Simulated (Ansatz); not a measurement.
# In2S (model cell, started as cuprite): a soft mode frozen in

Wanted: the energy along a soft mode of In2S (model cell, started as cuprite) and the structure at the end.

Method: DFT PBEsol, scalar-relativistic, plane waves, PAW, in Ansatz 0.2.0.

Most raw output is cut from this account.

The structure was built from a prototype and need not be the compound's stable phase.

## (1) Starting point

Symmetry: Pn-3m, No. 224, cubic system. The conventional cell has a = 6.290 Å, b = 6.290 Å, c = 6.290 Å, α = 90.00°, β = 90.00°, γ = 90.00°. Nearest to S lie 4 In at 2.72 Å. Nearest to In lie 2 S at 2.72 Å. Farther neighbours and most contacts between anions are not listed.

## (2) Phonons on a q mesh

The cell comes from relaxations at this level that are not shown. Stability and thermal properties need the whole zone. Linear response on a 2×2×2 q mesh gives force constants as far as a supercell of that size would.

File input.yaml:

```yaml
crystal:
  lattice:
    - [6.2898146533, 0.0, 0.0]
    - [0.0, 6.2898146533, 0.0]
    - [0.0, 0.0, 6.2898146533]
  atoms:
    - { symbol: S, position: [0.0, 0.0, 0.0] }
    - { symbol: S, position: [0.5, 0.5, 0.5] }
    - { symbol: In, position: [0.25, 0.25, 0.25] }
    - { symbol: In, position: [0.75, 0.75, 0.25] }
    - { symbol: In, position: [0.75, 0.25, 0.75] }
    - { symbol: In, position: [0.25, 0.75, 0.75] }
kpoints:
  mp_grid: { grid: [6, 6, 6] }
hamiltonian:
  xc: pbesol
scf:
  occupations: { method: methfessel_paxton, width: 0.2 }
output:
  eigenvalues: true
phonons:
  method: dfpt
  qmesh: [2, 2, 2]
  temperatures: { t_max: 1000, t_step: 50 }
  qpath:
    path:
      - [[0.0, 0.0, 0.0], [0.0, 0.5, 0.0], [0.5, 0.5, 0.0], [0.0, 0.0, 0.0], [0.5, 0.5, 0.5], [0.0, 0.5, 0.0]]
      - [[0.5, 0.5, 0.5], [0.5, 0.5, 0.0]]
    npoints: 10
```

Started as:

```console
ansatz run input.yaml --threads 8 --pin off --max-ram 14336MiB --backend cpu --events-out ev --progress --plain --runs-dir out
```

Wall time 2.6 min (8 threads of Arm Neoverse V2, shared host); peak memory 3.1 GiB; 20 min of CPU time.

This step gave:

```yaml
volume_per_atom: 41.47 Å³
gap_on_the_k_mesh: 0 eV
sum_rule_residual_before_enforcement: 3.61e-5 eV/Å²
lowest_frequency_on_the_path: -235.2 cm⁻¹
point_group: m-3m
highest_frequency_on_the_path_or_at_a_solved_wavevector: 136.7 cm⁻¹
highest_optical_mode_at_the_zone_centre_no_lo_to_term: 128.0 cm⁻¹
lowest_optical_zone_centre_mode: -220.1 cm⁻¹
lowest_mode_on_the_q_mesh_acoustic_modes_at_gamma_apart: -228.9 cm⁻¹
```

Frequencies (cm⁻¹) solved at each irreducible wavevector; negative means imaginary. Frequencies by wavevector, by row:

```
q in reciprocal lattice units  star  mode 1  mode 2  mode 3  mode 4  mode 16  mode 17  mode 18
                        0 0 0     1  -220.1  -220.1  -220.1  -189.9     47.9     47.9      128
                     0 0 -0.5     3  -228.9  -228.9  -182.5  -182.5     53.7     88.6     88.6
                  0 -0.5 -0.5     3  -225.8  -225.8  -187.4  -187.4     50.4     92.6     92.6
               -0.5 -0.5 -0.5     1  -215.7  -215.7  -215.7  -157.6     57.5     57.5    136.7
```

Interpolated from a 2×2×2 q mesh. Phonon branches along the path, in cm⁻¹:

```
    point  branch 1  branch 2  branch 3  branch 4  branch 15  branch 16  branch 17  branch 18
        Γ      -220      -220      -220      -190         48         48         48        128
  halfway      -230      -230      -205      -183         49         49         56        117
        X      -229      -229      -182      -182         54         54         89         89
  halfway      -229      -229      -183      -183         51         51         92         92
        M      -226      -226      -187      -187         50         50         93         93
  halfway      -235      -217      -214      -150         46         51         68        110
        Γ      -220      -220      -220      -190         48         48         48        128
  halfway      -226      -220      -220      -138         47         47         72        112
        R      -216      -216      -216      -158         58         58         58        137
  halfway      -227      -224      -203      -161         51         53         70        115
        X      -229      -229      -182      -182         54         54         89         89
jump to R      -216      -216      -216      -158         58         58         58        137
  halfway      -222      -222      -209      -164         54         54         57        124
        M      -226      -226      -187      -187         50         50         93         93
```

Symmetry leaves 4 wavevectors to solve. The lowest mode among them, the acoustic zeros apart, lies at q = (0, 0, -0.5) and is imaginary, 228.9i cm⁻¹, so the energy falls along it. Between them the interpolated path dips to 235i cm⁻¹.

## (3) The mode frozen in, largest atomic shift 0 Å

The mode followed lies at q = (0, -0.5, -0.5) with frequency 225.8i cm⁻¹ and is 2-fold degenerate, one of the unstable modes though not the softest. At small amplitude the distorted cell has space group no. 49 by a symmetry search on the positions. The undistorted cell that holds it gives the zero of energy on the same k mesh.

System of this step: In2S (model cell, started as cuprite). It takes space group Pn-3m (No. 224, cubic). Conventional cell: a = 6.290 Å, b = 6.290 Å, c = 6.290 Å, α = 90.00°, β = 90.00°, γ = 90.00°. S has 4 In at 2.72 Å nearest. In has 2 S at 2.72 Å nearest. Farther neighbours and most contacts between anions are not listed.

File input.yaml:

```yaml
crystal:
  lattice:
    - [-6.2898146533, 0.0, 0.0]
    - [0.0, -6.2898146533, -6.2898146533]
    - [0.0, -6.2898146533, 6.2898146533]
  atoms:
    - { symbol: S, position: [0.0, 0.0, 0.0] }
    - { symbol: S, position: [0.0, 0.5, 0.5] }
    - { symbol: S, position: [0.5, 0.0, 0.5] }
    - { symbol: S, position: [0.5, 0.5, 0.0] }
    - { symbol: In, position: [0.75, 0.25, 0.5] }
    - { symbol: In, position: [0.75, 0.75, 0.0] }
    - { symbol: In, position: [0.25, 1.0, 0.25] }
    - { symbol: In, position: [0.25, 0.5, 0.75] }
    - { symbol: In, position: [0.25, 1.0, 0.75] }
    - { symbol: In, position: [0.25, 0.5, 0.25] }
    - { symbol: In, position: [0.75, 0.75, 0.5] }
    - { symbol: In, position: [0.75, 0.25, 0.0] }
kpoints:
  mp_grid: { grid: [6, 4, 4] }
hamiltonian:
  xc: pbesol
scf:
  occupations: { method: methfessel_paxton, width: 0.2 }
output:
  forces: true
  stress: true
  eigenvalues: true
```

It took 7.2 s on 8 threads; peak memory 2.2 GiB; 54 s of CPU time.

This step gave:

```
pressure                         : 0.03335 GPa
energy from the undistorted cell : 0 meV/atom
```

The run ends at a pressure of 0.03 GPa.

## (4) The mode frozen in, largest atomic shift 0.45 Å

The atoms are moved along the unstable eigenvector, the largest shift by 0.45 Å, with the cell fixed.

File input.yaml:

```yaml
crystal:
  lattice:
    - [-6.2898146533, 0.0, 0.0]
    - [0.0, -6.2898146533, -6.2898146533]
    - [0.0, -6.2898146533, 6.2898146533]
  atoms:
    - { symbol: S, position: [0.0, -0.0505894162, 0.0] }
    - { symbol: S, position: [0.0, 0.5505894162, 0.5] }
    - { symbol: S, position: [0.5, -0.0505894162, 0.5] }
    - { symbol: S, position: [0.5, 0.5505894162, 0.0] }
    - { symbol: In, position: [0.75, 0.25, 0.5] }
    - { symbol: In, position: [0.75, 0.75, 0.0] }
    - { symbol: In, position: [0.25, 1.0087599891, 0.25] }
    - { symbol: In, position: [0.25, 0.4912400109, 0.75] }
    - { symbol: In, position: [0.25, 1.0087599891, 0.75] }
    - { symbol: In, position: [0.25, 0.4912400109, 0.25] }
    - { symbol: In, position: [0.75, 0.75, 0.5] }
    - { symbol: In, position: [0.75, 0.25, 0.0] }
kpoints:
  mp_grid: { grid: [6, 4, 4] }
hamiltonian:
  xc: pbesol
scf:
  occupations: { method: methfessel_paxton, width: 0.2 }
output:
  forces: true
  stress: true
  eigenvalues: true
```

Run time: 14 s. Hardware: 8 threads; peak memory 2.4 GiB; 1.7 min of CPU time.

This step gave:

| Item | Value |
| --- | --- |
| pressure | -1.006 GPa |
| energy from the undistorted cell | -60.54 meV/atom |

The energy, extrapolated to zero smearing, is -60.54 meV/atom against the undistorted cell.

The run ends at a pressure of -1.01 GPa, with forces up to 0.55 eV/Å.

## (5) Energy along the mode, all amplitudes (two of the runs are shown above)

An imaginary frequency means negative curvature, so the energy should fall and then rise again as anharmonic terms take over.

Numbers from this step:

```
depth at the lowest point sampled  : 60.54 meV/atom
largest atomic shift at that point : 0.45 Å
```

The energy from the parent by largest atomic shift:

```
largest atomic shift (Å)  energy from the parent (meV/atom)
                   0.000                                  0
                   0.040                              -1.32
                   0.080                              -4.22
                   0.140                              -11.0
                   0.220                              -23.2
                   0.320                              -40.7
                   0.450                              -60.5
                   0.600                              -59.9
```

Displacement at unit largest shift by atom:

```
atom  x (Å)   y (Å)   z (Å)   size
  S1  0.000   0.707   0.707  1.000
  S2  0.000  -0.707  -0.707  1.000
  S3  0.000   0.707   0.707  1.000
  S4  0.000  -0.707  -0.707  1.000
 In5  0.000   0.000   0.000  0.000
 In6  0.000   0.000   0.000  0.000
 In7  0.000  -0.122  -0.122  0.173
 In8  0.000   0.122   0.122  0.173
 In9  0.000  -0.122  -0.122  0.173
In10  0.000   0.122   0.122  0.173
In11  0.000   0.000   0.000  0.000
In12  0.000   0.000   0.000  0.000
```

The lowest of the steps tried is at 0.45 Å, 60.5 meV/atom below the parent; the bottom of the well need not coincide with a step.

## (6) Relaxing from the distorted cell

Starting from the lowest point found, all atoms and the cell are let go, so that strain and other modes of the same symmetry can join in.

Changes to input.yaml since step 4:

```diff
@@ -28 +28,10 @@
   eigenvalues: true
+  write_density: true
+  write_potential: true
+  elf: true
+  volumetric_format: npy
+relax:
+  adjacent_minimum: "off"
+  f_tol: 0.002
+  max_steps: 120
+  cell: { stress_tol: 0.03 }
```

It took 5.6 min on 8 threads; peak memory 2.6 GiB; 43 min of CPU time.

Relaxation path:

```
step  energy less that of the first step (eV)  largest force component (eV/Å)  pressure (GPa)  volume (Å³)
   1                                   0.0000                          0.3857           -1.01       497.67
   2                                  -0.6129                          0.4795           -1.03       480.83
   3                                  -1.3479                          0.4951           -1.13       463.68
   4                                  -2.1355                          0.4401           -1.14       443.11
   5                                  -2.9629                          0.7271           -0.95       412.70
   6                                  -4.1278                          0.5585           -0.36       386.72
   7                                  -4.7298                          0.3927            1.81       368.57
   8                                  -4.9860                          0.8899            0.15       369.07
   9                                  -5.1583                          0.3653           -0.77       381.96
  10                                  -5.4202                          0.3538            0.18       369.96
  11                                  -5.5630                          0.1302           -0.15       367.95
  12                                  -5.6225                          0.1769           -0.09       361.01
  13                                  -5.6441                          0.0355            0.06       358.98
  14                                  -5.6455                          0.0107            0.01       358.73
  15                                  -5.6457                          0.0025           -0.01       358.45
  16                                  -5.6458                          0.0011           -0.02       358.42
 17*                                  -5.6582                          0.0012            0.07       358.42
  18                                  -5.6610                          0.0082           -0.01       358.50
  19                                  -5.6613                          0.0017            0.03       357.55
  20                                  -5.6612                          0.0109           -0.02       357.98
  21                                  -5.6613                          0.0004            0.00       357.77
 22*                                  -5.6613                          0.0003            0.00       357.77
```

Relaxation steps marked * repeat the geometry before them on a plane-wave basis chosen anew for their cell, so energy and pressure can jump there. Relaxation step 20 was tried and not accepted.

The run keeps the 8 symmetry operations that it works with, so distortions that break them were not tested.

```
     cell as run  before   after   change
           a (Å)   6.290   5.421  -13.8 %
           b (Å)   8.895  10.547  +18.6 %
           c (Å)   8.895   6.257  -29.7 %
volume (Å³/atom)   41.47   29.81  -28.1 %
```

The atoms that moved most (Å, as changes of fractional coordinates times the final cell):

```
atom      dx      dy      dz  length
 In8   0.000   0.778   0.778   1.100
In10   0.000   0.778   0.778   1.100
 In9   0.000  -0.778  -0.778   1.100
 In7   0.000  -0.778  -0.778   1.100
  S2   0.089   0.252   0.252   0.368
  S1   0.089  -0.252  -0.252   0.368
  S3  -0.089  -0.252  -0.252   0.368
  S4  -0.089   0.252   0.252   0.368
```

The relaxed structure:

```
S In
1.0
    -5.42124    0.00000    0.00000
     0.00000   -7.45795   -7.45795
     0.00000   -4.42438    4.42438
S In
4 8
Cartesian
  0.0886 0.1250 0.1250
  0.0886 -6.0662 -1.6418
  -2.7992 -2.0872 2.3372
  -2.7992 -3.8540 -3.8540
  -4.0659 -4.0767 0.3477
  -4.0659 -5.5935 -5.5935
  -1.3553 -9.4075 -7.1953
  -1.3553 -6.2038 0.4327
  -1.3553 -11.6197 -4.9831
  -1.3553 -3.9916 -1.7794
  -4.0659 -7.8057 -3.3813
  -4.0659 -1.8645 -1.8645
```

This step gave:

* pressure: 0.003303 GPa
* volume per atom: 29.81 Å³

Electrostatic potential energy in the ab plane at fractional z = 0.000, with atoms of S and In within 0.2 Å of it. With pseudopotentials it is smooth inside the atoms' cores, unlike the true potential.

Values in eV, 24 rows by 15 columns, each cell a mean:
```
-25 -29  -4   8  10  10  10  10  10  10  10   8  -3 -28 -26
-25 -12   4   9  10  10  10  10  10  10   9   8   3 -12 -25
  1   6   9  10  11  10  10  10   9   8   7   6   5   4   1
  8  10  10  11  11  10  10   8   6   2  -4  -7  -4   2   6
  8   9  10  10  10  10   9   7   2 -13 -28 -32 -28 -13   2
  6   9  10  10  10  10   9   6  -2 -25 -35 -36 -35 -26  -3
  6   9  10  10  10  10   9   7   0 -21 -34 -36 -34 -22  -1
  8   9  10  10  11  10  10   8   5  -4 -17 -23 -18  -6   4
  9  10  10  11  11  10   9   7   6   5   3   1   3   5   7
 10  10  10  11  10   8   1  -9  -9  -1   5   8   8   9   9
 10  10  10  10   9   1 -22 -30 -30 -23  -1   8  10  10  10
 10  10  10   9   7  -4 -29 -25 -24 -29  -4   8  10  11  10
 10   9   9   8   7   1 -18 -29 -29 -17   2   9  10  11  10
  9   8   7   7   6   5   2  -3  -3   3   8  10  10  10  10
  9   8   7   6   6   7   7   7   8   7   7   7   7   8   9
  9   9   8   7   7   7   8   8   6   3  -4  -7  -4   3   7
  8   9   9   8   8   8   8   7   2 -12 -28 -32 -28 -13   3
  7   9   9   9   9   9   9   7  -2 -24 -35 -36 -35 -25  -2
  7   9   9   9   9   9   9   7   0 -21 -34 -36 -34 -22  -1
  8   8   8   8   8   8   9   8   5  -4 -17 -22 -18  -5   4
  8   8   7   6   6   7   8   9   8   6   4   2   3   6   7
  5   6   6   6   6   7   8   9   9   9   9   9   8   7   6
-17  -6   4   7   7   8   9  10  10  10  10  10   6  -3 -16
-29 -26  -3   7   9   9   9  10  10  11  11   9  -1 -24 -29
```
Columns run along a (5.4 Å; values clipped at the 3rd and 97th percentile), rows up along b (10.5 Å). Atoms in or near the plane, at fractional coordinates: S at (0.98, 0.98), S at (0.52, 0.52), In at (0.75, 0.75), In at (0.75, 0.25).

ELF in the ab plane at fractional z = 0.000, with atoms of S and In within 0.2 Å of it. It is the smooth field of the valence electrons, not physical close to the nuclei.

Ten even steps from '0' (0.00) to '9' (0.88), each cell a mean:
```
279731000037982
899730000025898
998620001222468
444200012232223
211000122321232
210000123200023
210000122310133
200012222222332
100146765322222
000369999863110
001379965996300
001368711898400
112247857997300
232234688863111
343322344322223
443321111222233
333221112321233
221111122200022
211122233200022
111233443332322
222233443322222
643333332112356
876322211015899
278531100038994
```
Columns run along a (5.4 Å), rows up along b (10.5 Å). Atoms in or near the plane, at fractional coordinates: S at (0.98, 0.98), S at (0.52, 0.52), In at (0.75, 0.75), In at (0.75, 0.25).

Valence density in the ab plane at fractional z = 0.000, with atoms of S and In within 0.2 Å of it. It is the smooth field of the valence electrons, not physical close to the nuclei.

Ten steps, logarithmic in the rise over the least value, from '0' (0 e/Å³) to '9' (11 e/Å³), each cell a mean:
```
354210000002453
543100000001345
331100000012233
110000001234322
100000002467742
100000013699963
100000012589852
000000012356531
000001122222210
000012344321100
000023544532000
000124533542100
001123445432000
011122344321000
111122222211111
111111111234321
111111112477742
111111113699963
111111113589852
111111112356532
111111111122221
322211100011123
443211000001244
454210000002354
```
Columns run along a (5.4 Å), rows up along b (10.5 Å). Atoms in or near the plane, at fractional coordinates: S at (0.98, 0.98), S at (0.52, 0.52), In at (0.75, 0.75), In at (0.75, 0.25).

The distorted start has space group Pccm; the relaxation ends in Pccm.

## (7) What came out

```yaml
unstable_mode_of_the_parent: q = (0, -0.5, -0.5), 226i cm⁻¹
depth_at_the_lowest_point_sampled: 60.5 meV/atom
largest_atomic_shift_at_that_point: 0.45 Å
space_group_reached_within_0p01_a: Pccm
energy_gained_over_the_parent_first_relaxation_on_the_mesh_of_the_frozen_mode: 532 meV/atom
volume_per_atom_phase_reached: 29.8 Å³
```

**Reading.** From this start the structure relaxes into Pccm, 532 meV/atom below the parent. At the parent's cell the well is 60.54 meV/atom deep on the steps tried, with its lowest point at a shift of 0.45 Å. Relaxing atoms and cell changes the gain by +471.93 meV/atom against the lowest step (energies at zero smearing). Most of the total comes from this relaxation. The frozen pattern makes up only 10 % of the final shifts of the atoms, so other modes or strain give most of the change. The modes of the phase reached were not computed on this path. Of the 5 patterns followed to their end from this parent, this one ends 154 meV/atom above the lowest, Pmma. Each path keeps the symmetry of its pattern, so a lower phase may lie along a pattern not tried. With no gap, or one that is small against the smearing, the frequencies hang on the k mesh and the smearing, most of all near Kohn anomalies. The volume moved by more than a tenth on the k mesh of the start, so the energy gain is rough. The starting cell was built on a prototype and not taken from a measurement, so the phase need not exist.

[Logs are printed without paths, hosts, clocks, repeated set-up lines and the standing remarks that a program may print on its own settings, such as how far it seeks lower states.]

[Hosts, paths, dates, database ids (printed as entryN), source tags and the programs' standing remarks are cut or masked in the printed files.]
